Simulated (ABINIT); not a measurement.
# A GW chain in ABINIT: CaO (Lime), part 2 of 3

Aim: the G0W0 gap of CaO (Lime) on PBE, step by step.

ABINIT 10.8.3; PBE and many-body steps on it, plane waves. Known limits of the many-body steps: not at the basis limit.

So far. Step 2 (Ground state): The gap is indirect, with the least direct gap 0.37 eV higher.

### 3. Bands along the symmetry lines

Level of this step: DFT, PBE, plane waves, norm-conserving pseudopotentials (ABINIT).

Levels along a band path, at the cheap level, show where the edges lie and whether the meshes to come will hold them.

File run.abi:

```
acell 3*1.0 Angstrom
rprim 
  -0.000000000000 2.406500000000 2.406500000000
  2.406500000000 -0.000000000000 2.406500000000
  2.406500000000 2.406500000000 -0.000000000000
ntypat 2
znucl 20 8
natom 2
typat 1 2
xred 
  0.000000000000 0.000000000000 0.000000000000
  0.500000000000 0.500000000000 0.500000000000
pp_dirpath "pseudos"
pseudos "Ca.upf, O.upf"
ecut 36
iscf -2
irdden 1
kptopt 0
nkpt 50
kpt 
  0.00000000 0.00000000 0.00000000
  0.06250000 0.00000000 0.06250000
  0.12500000 0.00000000 0.12500000
  0.18750000 0.00000000 0.18750000
  0.25000000 0.00000000 0.25000000
  0.31250000 0.00000000 0.31250000
  0.37500000 0.00000000 0.37500000
  0.43750000 0.00000000 0.43750000
  0.50000000 0.00000000 0.50000000
  0.51562500 0.03125000 0.51562500
  0.53125000 0.06250000 0.53125000
  0.54687500 0.09375000 0.54687500
  0.56250000 0.12500000 0.56250000
  0.57812500 0.15625000 0.57812500
  0.59375000 0.18750000 0.59375000
  0.60937500 0.21875000 0.60937500
  0.62500000 0.25000000 0.62500000
  0.37500000 0.37500000 0.75000000
  0.32812500 0.32812500 0.65625000
  0.28125000 0.28125000 0.56250000
  0.23437500 0.23437500 0.46875000
  0.18750000 0.18750000 0.37500000
  0.14062500 0.14062500 0.28125000
  0.09375000 0.09375000 0.18750000
  0.04687500 0.04687500 0.09375000
  0.00000000 0.00000000 0.00000000
  0.06250000 0.06250000 0.06250000
  0.12500000 0.12500000 0.12500000
  0.18750000 0.18750000 0.18750000
  0.25000000 0.25000000 0.25000000
  0.31250000 0.31250000 0.31250000
  0.37500000 0.37500000 0.37500000
  0.43750000 0.43750000 0.43750000
  0.50000000 0.50000000 0.50000000
  0.50000000 0.46875000 0.53125000
  0.50000000 0.43750000 0.56250000
  0.50000000 0.40625000 0.59375000
  0.50000000 0.37500000 0.62500000
  0.50000000 0.34375000 0.65625000
  0.50000000 0.31250000 0.68750000
  0.50000000 0.28125000 0.71875000
  0.50000000 0.25000000 0.75000000
  0.50000000 0.21875000 0.71875000
  0.50000000 0.18750000 0.68750000
  0.50000000 0.15625000 0.65625000
  0.50000000 0.12500000 0.62500000
  0.50000000 0.09375000 0.59375000
  0.50000000 0.06250000 0.56250000
  0.50000000 0.03125000 0.53125000
  0.50000000 0.00000000 0.50000000
istwfk *1
nband 15
nbdbuf 2
tolwfr 1e-08
nstep 40
prtwf 0
prtvol 0
indata_prefix "in"
outdata_prefix "out"
tmpdata_prefix "tmp"
```

Command:

```sh
> OMP_NUM_THREADS=1 mpirun -n 8 abinit run.abi > log
```

Numbers of over 12 decimals in the logs are rounded to 6 here.

Output:

```text
.Version 10.8.3 of ABINIT. v10.8.2 released Aug 2026.

 Symmetries : space group Fm -3 m (#225); Bravais cF (face-center cubic)
[... echo of the input left out ...]
== DATASET  1 ==================================================================
-   mpi_nproc: 8, omp_nthreads: 1 (-1 if OMP is not activated)

--- !DatasetInfo
iteration_state: {dtset: 1, }
dimensions: {natom: 2, nkpt: 50, mband: 15, nsppol: 1, nspinor: 1, nspden: 1, mpw: 1964, }
cutoff_energies: {ecut:  36.0, pawecutdg:  -1.0, }
electrons: {nelect:   1.60000000E+01, charge:   0.00000000E+00, occopt:   1.00000000E+00, tsmear:   1.00000000E-02, }

 Real(R)+Recip(G) space primitive vectors, cartesian coordinates (Bohr,Bohr^-1):
 R(1)=  0.0000000  4.5476259  4.5476259  G(1)= -0.1099475  0.1099475  0.1099475
 R(2)=  4.5476259  0.0000000  4.5476259  G(2)=  0.1099475 -0.1099475  0.1099475
 R(3)=  4.5476259  4.5476259  0.0000000  G(3)=  0.1099475  0.1099475 -0.1099475
 Unit cell volume ucvol=  1.8809801E+02 bohr^3
 Angles (23,13,12)=  6.00000000E+01  6.00000000E+01  6.00000000E+01 degrees

 getcut: wavevector=  0.0000  0.0000  0.0000  ngfft=  36  36  36
         ecut(hartree)=     36.000   => boxcut(ratio)=   2.07246

--- Pseudopotential description ------------------------------------------------
- Ca Generated using ONCVPSP code by D. R. Hamann
- 20.00000  10.00000  171031                  znucl, zion, pspdat
12 -101130 2 -1 1766                          pspcod,pspxc,lmax,lloc,mmax
     nproj     2     2     2
  pspatm : epsatm=   12.33471919
         --- l  ekb(1:nproj) -->
             0   10.063789    0.972391
             1    3.049878    0.471799
             2   -3.406671   -1.078890
 pspatm: atomic psp has been read  and splines computed

- O Generated using ONCVPSP code by D. R. Hamann
-  8.00000   6.00000  171031                  znucl, zion, pspdat
12 -101130 2 -1 936                           pspcod,pspxc,lmax,lloc,mmax
     nproj     2     2     1
  pspatm : epsatm=    6.19545534
         --- l  ekb(1:nproj) -->
[...]
2   -1.331955
 pspatm: atomic psp has been read  and splines computed

--------------------------------------------------------------------------------

================================================================================
 prteigrs : about to open file out_EIG
 Non-SCF case, kpt    1 (  0.00000  0.00000  0.00000), residuals and eigenvalues=
  1.62E-09  1.56E-09  5.40E-09  5.32E-09  1.82E-09  2.53E-09  3.79E-09  5.35E-09
  1.18E-09  3.88E-09  7.88E-09  5.10E-09  6.00E-09  7.83E-09  7.63E-09
 -1.1984E+00 -4.9133E-01 -4.9133E-01 -4.9133E-01 -3.8219E-01  1.8612E-01
  1.8612E-01  1.8612E-01  3.5937E-01  4.1497E-01  4.1497E-01  4.1497E-01
[...]
Non-SCF case, kpt    2 (  0.06250  0.00000  0.06250), residuals and eigenvalues=
  2.66E-09  4.09E-09  2.02E-09  5.11E-09  6.28E-09  2.51E-09  3.47E-09  6.62E-09
[...]
3.83E-09  5.53E-09  1.77E-09  3.07E-09  2.90E-09  2.90E-09  3.36E-09  3.11E-09
  1.40E-09  2.87E-09  7.71E-09  1.66E-09  3.06E-09  7.58E-09  4.54E-08
[...]
Non-SCF case, kpt   49 (  0.50000  0.03125  0.53125), residuals and eigenvalues=
[...]
Non-SCF case, kpt   50 (  0.50000  0.00000  0.50000), residuals and eigenvalues=
[...]
-1.1936E+00 -5.1294E-01 -4.9951E-01 -4.9951E-01 -3.7352E-01  1.3836E-01
  1.7235E-01  1.7235E-01  3.2070E-01  4.8094E-01  5.1203E-01  5.3511E-01
[...]
--- !ResultsGS
iteration_state: {dtset: 1, }
comment   : Summary of ground state results
lattice_vectors:
- [ -0.0000000,   4.5476259,   4.5476259, ]
- [  4.5476259,  -0.0000000,   4.5476259, ]
- [  4.5476259,   4.5476259,  -0.0000000, ]
lattice_lengths: [   6.43131,    6.43131,    6.43131, ]
lattice_angles: [ 60.000,  60.000,  60.000, ] # degrees, (23, 13, 12)
lattice_volume:   1.8809801E+02
convergence: {deltae:  0.000E+00, res2:  0.000E+00, residm:  9.931E-09, diffor:  0.000E+00, }
etotal    :  -5.53869081E+01
entropy   :   0.00000000E+00
fermie    :   1.86115127E-01
cartesian_stress_tensor: null
pressure_GPa: null
xred      :
- [  0.0000E+00,   0.0000E+00,   0.0000E+00, Ca]
- [  5.0000E-01,   5.0000E-01,   5.0000E-01,  O]
cartesian_forces: null
force_length_stats: {min: null, max: null, mean: null, }

 Integrated electronic density in atomic spheres:
 ------------------------------------------------
 Atom  Sphere_radius  Integrated_density
[...]
================================================================================

 ----iterations are completed or convergence reached----

 Mean square residual over all n,k,spin=   47.443E-10; max=  99.313E-10
 reduced coordinates (array xred) for    2 atoms
       0.000000000000      0.000000000000      0.000000000000
       0.500000000000      0.500000000000      0.500000000000

 cartesian coordinates (angstrom) at end:
    1      0.000000     0.000000     0.000000
    2      2.406500     2.406500     2.406500
 length scales=  1.889726125908  1.889726125908  1.889726125908 bohr
              =  1.000000000000  1.000000000000  1.000000000000 angstroms
 prteigrs : about to open file out_EIG
 Eigenvalues (hartree) for nkpt=  50  k points:
 kpt#   1, nband= 15, wtk=  1.00000, kpt=  0.0000  0.0000  0.0000 (reduced coord)
[...]
kpt#   2, nband= 15, wtk=  1.00000, kpt=  0.0625  0.0000  0.0625 (reduced coord)
[...]
kpt#   3, nband= 15, wtk=  1.00000, kpt=  0.1250  0.0000  0.1250 (reduced coord)
[...]
kpt#  49, nband= 15, wtk=  1.00000, kpt=  0.5000  0.0313  0.5313 (reduced coord)
  -1.19360   -0.51282   -0.49980   -0.49964   -0.37299    0.13846    0.17099    0.17154
   0.32280    0.48187    0.51324    0.53097    0.53512    0.60227    0.67945
 kpt#  50, nband= 15, wtk=  1.00000, kpt=  0.5000  0.0000  0.5000 (reduced coord)
  -1.19360   -0.51294   -0.49951   -0.49951   -0.37352    0.13836    0.17235    0.17235
   0.32070    0.48094    0.51203    0.53511    0.53511    0.59844    0.67927

== END DATASET(S) ==============================================================
================================================================================

 -outvars: echo values of variables after computation  --------
            nband          15
             nkpt          50
          spgroup         225
 [... the other variables as echoed above ...]

 Calculation completed.
```

Run time: 4.3 s. Hardware: 8 MPI ranks of Arm Neoverse V2, shared host; peak memory 0.48 GiB.

Numbers from this step:

```
gap                        : 3.662 eV
k of the valence top       : 0, 0, 0
k of the conduction bottom : 0.5, 0, 0.5
least direct gap           : 4.037 eV
```

The gap is 3.662 eV, as in the run before at this level.

The electronic bands at the labelled points (eV, zero at the top of the highest filled band; v1 is the highest filled band, c1 the lowest empty one):

```csv
point,v4,v3,v2,v1,c1,c2,c3,c4
Γ,-15.46,0.00,0.00,0.00,4.71,6.23,6.23,6.23
halfway,-14.95,-1.66,-0.30,-0.30,4.72,6.60,8.04,8.04
X,-15.23,-1.30,-0.37,-0.37,3.66,8.02,8.87,9.50
halfway,-15.12,-1.28,-0.69,-0.50,4.09,8.21,8.91,9.12
U,-14.87,-1.32,-1.20,-0.77,5.14,7.97,8.54,9.02
jump to K,-14.87,-1.32,-1.20,-0.77,5.14,7.97,8.54,9.02
halfway,-14.71,-1.79,-0.92,-0.55,6.10,7.02,7.20,8.02
Γ,-15.46,0.00,0.00,0.00,4.71,6.23,6.23,6.23
halfway,-14.82,-1.52,-0.65,-0.65,6.25,6.84,7.17,7.17
L,-14.30,-2.61,-1.18,-1.18,7.03,8.33,8.33,8.49
halfway,-14.58,-2.03,-1.11,-1.04,6.74,6.82,8.73,8.91
W,-14.86,-1.27,-1.05,-1.05,6.31,6.31,8.36,9.50
halfway,-15.04,-1.25,-0.84,-0.66,4.49,8.25,8.28,9.38
X,-15.23,-1.30,-0.37,-0.37,3.66,8.02,8.87,9.50
```

The electronic bands as a text plot (rows in eV, shown from -8.0 to 7.7 only):

```
    7.4 |+   +  +++        +  +++++   ++    +++     ++      +
    6.7 |  ++ ++            ++  +++++    ++++++++++++++++  +
    6.1 |++  +             +  +++++++++++++++            +++
    5.4 |  +++            +        ++    ++                 +
    4.8 |++   ++         +           ++++                    +
    4.1 |       +++    ++                                     ++
    3.5 |          ++++                                         +
    2.8 |
    2.2 |
    1.5 |
    0.8 |
    0.2 |****                        ****
   -0.5 | *  **************   ********  *****                ****
   -1.1 |  ***     ****************        * ********************
   -1.8 |     *****        ******           ***       ***
   -2.4 |                                      *******
   -3.1 |
   -3.7 |
   -4.4 |
   -5.1 |
   -5.7 |
   -6.4 |
   -7.0 |
   -7.7 |
         Γ           X  U|K            Γ         L        W     X
```

### 4. Empty states on the mesh, 6×6×6 mesh, 144 bands

The sums over transitions need many empty states on a uniform mesh; this step solves for them.

File run.abi:

```
acell 3*1.0 Angstrom
rprim 
  -0.000000000000 2.406500000000 2.406500000000
  2.406500000000 -0.000000000000 2.406500000000
  2.406500000000 2.406500000000 -0.000000000000
ntypat 2
znucl 20 8
natom 2
typat 1 2
xred 
  0.000000000000 0.000000000000 0.000000000000
  0.500000000000 0.500000000000 0.500000000000
pp_dirpath "pseudos"
pseudos "Ca.upf, O.upf"
ecut 36
ngkpt 6 6 6
nshiftk 1
shiftk 0 0 0
kptopt 1
chksymbreak 0
irdden 1
istwfk *1
nband 144
prtvol 0
optdriver 6
gwr_task "HDIAGO"
paral_kgb 0
occopt 1
indata_prefix "in"
outdata_prefix "out"
tmpdata_prefix "tmp"
```

Output:

```text
[banner, memory and clock lines left out]
.Version 10.8.3 of ABINIT. v10.8.2 released Aug 2026.

 Symmetries : space group Fm -3 m (#225); Bravais cF (face-center cubic)
[... echo of the input left out ...]
== DATASET  1 ==================================================================
-   mpi_nproc: 8, omp_nthreads: 1 (-1 if OMP is not activated)

--- !DatasetInfo
iteration_state: {dtset: 1, }
dimensions: {natom: 2, nkpt: 16, mband: 144, nsppol: 1, nspinor: 1, nspden: 1, mpw: 1964, }
cutoff_energies: {ecut:  36.0, pawecutdg:  -1.0, }
electrons: {nelect:   1.60000000E+01, charge:   0.00000000E+00, occopt:   1.00000000E+00, tsmear:   1.00000000E-02, }

.Using double precision arithmetic; gwpc =  8

- Reading GS density from: in_DEN

--- Pseudopotential description ------------------------------------------------
- Ca Generated using ONCVPSP code by D. R. Hamann
- 20.00000  10.00000  171031                  znucl, zion, pspdat
12 -101130 2 -1 1766                          pspcod,pspxc,lmax,lloc,mmax
     nproj     2     2     2
  pspatm : epsatm=   12.33471919
         --- l  ekb(1:nproj) -->
             0   10.063789    0.972391
             1    3.049878    0.471799
             2   -3.406671   -1.078890
 pspatm: atomic psp has been read  and splines computed

- O Generated using ONCVPSP code by D. R. Hamann
-  8.00000   6.00000  171031                  znucl, zion, pspdat
12 -101130 2 -1 936                           pspcod,pspxc,lmax,lloc,mmax
     nproj     2     2     1
  pspatm : epsatm=    6.19545534
         --- l  ekb(1:nproj) -->
             0    6.056735    0.824024
             1   -4.717130   -1.149271
             2   -1.331955
 pspatm: atomic psp has been read  and splines computed

   2.96482793E+02                                ecore*ucvol(ha*bohr**3)

 Total charge density [el/Bohr^3]
)     Maximum=    9.2154E-01  at reduced coord.    0.4444    0.5556    0.5556
)     Minimum=    5.1365E-03  at reduced coord.    0.2500    0.2500    0.2500
   Integrated=    1.6000E+01

 === KS gaps after direct diagonalization ===
 Indirect band gap semiconductor
 Fundamental gap:     3.662 (eV)
   VBM:     5.064 (eV) at k: [ 0.0000E+00,  0.0000E+00,  0.0000E+00]
   CBM:     8.727 (eV) at k: [ 5.0000E-01,  5.0000E-01,  0.0000E+00]
 Direct gap:         4.037 (eV) at k: [ 5.0000E-01,  5.0000E-01,  0.0000E+00]

== END DATASET(S) ==============================================================

 -outvars: echo values of variables after computation  --------
           etotal      0.0000000000E+00
            nband         144
             nkpt          16
          spgroup         225
 [... the other variables as echoed above ...]

 Calculation completed.
```

Elapsed: 13 s, on 8 MPI ranks; peak memory 2.1 GiB; 1.7 min of CPU time.

Numbers from this step:

```
gap                                                           : 3.662 eV
k of the valence top                                          : 0, 0, 0
k of the conduction bottom                                    : 0.5, 0.5, 0
least direct gap                                              : 4.037 eV
k points computed                                             : 16
lowest point of the top converged band, above the valence top : 144.4700 eV
```

On this mesh the gap is 3.662 eV.

### 5. Screening, 6×6×6 mesh, 136 bands, screening to 217.7 eV

The RPA dielectric matrix is built and inverted for each q.

This step: RPA screening on PBE, plane waves, norm-conserving pseudopotentials.

Changes to run.abi since step 4:

```diff
@@ -20,10 +20,11 @@
 chksymbreak 0
-irdden 1
 istwfk *1
-nband 144
-prtvol 0
-optdriver 6
-gwr_task "HDIAGO"
-paral_kgb 0
 occopt 1
+irdwfk 1
+optdriver 3
+nband 136
+ecuteps 8
+inclvkb 2
+awtr 1
+symchi 1
 indata_prefix "in"
```

Output:

```text
.Version 10.8.3 of ABINIT. v10.8.2 released Aug 2026.

 Symmetries : space group Fm -3 m (#225); Bravais cF (face-center cubic)
[... echo of the input left out ...]
== DATASET  1 ==================================================================
-   mpi_nproc: 8, omp_nthreads: 1 (-1 if OMP is not activated)

--- !DatasetInfo
iteration_state: {dtset: 1, }
dimensions: {natom: 2, nkpt: 16, mband: 136, nsppol: 1, nspinor: 1, nspden: 1, mpw: 1964, }
cutoff_energies: {ecut:  36.0, pawecutdg:  -1.0, }
electrons: {nelect:   1.60000000E+01, charge:   0.00000000E+00, occopt:   1.00000000E+00, tsmear:   1.00000000E-02, }

 SCREENING: Calculation of the susceptibility and dielectric matrices

 Based on a program developped by R.W. Godby, V. Olevano, G. Onida, and L. Reining.
 Incorporated in ABINIT by V. Olevano, G.-M. Rignanese, and M. Torrent.
.Using double precision arithmetic ; gwpc =  8

[... cell and pseudopotentials left out ...]
--------------------------------------------------------------------------------

 ==== K-mesh for the wavefunctions ====
 Number of points in the irreducible wedge :    16
[... list of points left out ...]
 Together with 48 symmetry operations and time-reversal symmetry
 yields   216 points in the full Brillouin Zone.

 ==== Q-mesh for the screening function ====
 Number of points in the irreducible wedge :    16
[... list of points left out ...]
 Together with 48 symmetry operations and time-reversal symmetry
 yields   216 points in the full Brillouin Zone.

 setmesh: FFT mesh size selected  =    25x   25x   25
          total number of points  =        15625

 vcoul_init : cutoff-mode = AUXILIARY_FUNCTION
 q-points for optical limit:   1
     1)      0.000010    0.000020    0.000030

- screening: taking advantage of time-reversal symmetry
- Maximum band index for partially occupied states nbvw = 8
- Remaining bands to be divided among processors   nbcw = 128
- Number of bands treated by each node ~16

 Number of electrons calculated from density =   16.0000; Expected =   16.0000
 average of density, n =  0.085062
 r_s =    1.4106
 omega_plasma =   28.1335 [eV]

 calculating chi0 at frequencies [eV] :
  1    0.000000E+00    0.000000E+00
  2    0.000000E+00    2.813348E+01

--------------------------------------------------------------------------------
  q-point number  1        q = ( 0.000000, 0.000000, 0.000000) [r.l.u.]
--------------------------------------------------------------------------------
[... chi0 elements left out ...]
 For q-point:  0.000010 0.000020 0.000030
  dielectric constant =   3.5695
  dielectric constant without local fields =   3.9231

  Average fulfillment of the sum rule on Im[epsilon] for q-point    1 :     79.51  [%]
[... wings left out ...]
  q-point number  2        q = ( 0.166667, 0.000000, 0.000000) [r.l.u.]
--------------------------------------------------------------------------------
[... chi0 elements left out ...]
  Average fulfillment of the sum rule on Im[epsilon] for q-point    2 :     86.29  [%]

 [... 14 further q-points ...]
```

Wall time 37 s (8 MPI ranks); peak memory 1.6 GiB; 5 min of CPU time.

This step gave:

- ε∞ with local fields, on this mesh, along the program's q direction: 3.570
- the same without local fields: 3.923
- plasma frequency: 28.13 eV
- plane waves in the screening matrix: 181

Local fields lower ε∞ by 9 %.

[end of part 2 of 3]

[Paths, hosts, dates, memory and timing lines, banners, echoed tables and standing remarks are left out of the program output.]

[Logs are printed without paths, hosts, clocks, repeated set-up lines and the standing remarks that a program may print on its own settings, such as how far it seeks lower states.]

[Runs of the session that timed out or met a known fault of the program may be left out.]

[Hosts, paths, dates, database ids (printed as entryN), source tags and the programs' standing remarks are cut or masked in the printed files.]

[G0W0 gaps are taken among the corrected bands and points alone; a level outside them can change the order at an edge.]

[Where Ansatz stands beside ABINIT at settings called matched, ABINIT's density can come from a denser mesh and the files from another edition; pairs whose starting gaps differed by over 0.03 eV were left out, so agreement reads better than it is.]
